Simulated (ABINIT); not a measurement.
## GaN (F-43m): refractive index against wavelength

The refractive index of GaN (F-43m) below the direct gap (1.77 eV on the mesh) is read from one computed spectrum, n = √(Re ε).

It takes space group F-43m (No. 216, cubic). Conventional cell: a = 4.507 Å, b = 4.507 Å, c = 4.507 Å, α = 90.00°, β = 90.00°, γ = 90.00°. Ga on site a has 4 N at 1.95 Å as nearest neighbours. Around N on site d lie 4 Ga at 1.95 Å.

Method: ABINIT 10.8.3, LDA, independent particles, k-mesh 13×13×13, Lorentzian half width 0.04 eV.

Launch of the response step: `optic optic.abi`. The run took 85 s, its band step included, on 4 threads of AMD EPYC (Zen 3), with other jobs on the host.

```
wavelength (nm)  photon energy E (eV)       n
           3000                 0.413  2.4717
           2000                 0.620  2.4799
           1550                 0.800  2.4904
           1310                 0.946  2.5017
           1064                 1.165       ?
```

In the single-oscillator model n² − 1 = E₀E_d/(E₀² − E²), so 1/(n² − 1) = E₀/E_d − E²/(E₀E_d) is linear in E².

Working, on the rows shown:

| x = E² (eV²) | y = 1/(n² − 1) |
| --- | --- |
| 0.170801 | 0.195721 |
| 0.384302 | 0.194178 |
| 0.639837 | 0.19223 |
| 0.895757 | 0.190168 |

Means: x̄ = 0.52267, ȳ = 0.19307. Σ(x − x̄)(y − ȳ) = -0.002267, Σ(x − x̄)² = 0.2959. Slope = -0.002267 / 0.2959 = -0.007663; intercept = ȳ − slope · x̄ = 0.19708. Turned back into n, the line misses the rows shown by at most 0.00029.

Question: Predict the last column of the withheld row from the fit.

Answer: At x = 1.3578 the line gives y = 0.18667, that is 2.5213. The run gave 2.5247, so the extrapolation is off by 0.0034, 6 % of the range in the table. Beyond its data the fit drifts from the curve.

Refitted with all rows, the slope is -0.00813 and the intercept 0.19728. These give E₀ = √(intercept/−slope) = 4.93 eV and E_d = E₀/intercept = 25.0 eV; E₀ is 2.8 times the direct gap. The electronic limit at long wavelengths, without lattice vibrations, is n = √(1 + 1/intercept) = 2.464. Excitons are left out and so are local fields; LDA gaps are as a rule too small. The values come from a sum over the points of one k-mesh and carry its error, which grows as the direct gap shrinks. Spin-orbit coupling is left out.

[Logs are printed without paths, hosts, clocks, repeated set-up lines and the standing remarks that a program may print on its own settings, such as how far it seeks lower states.]
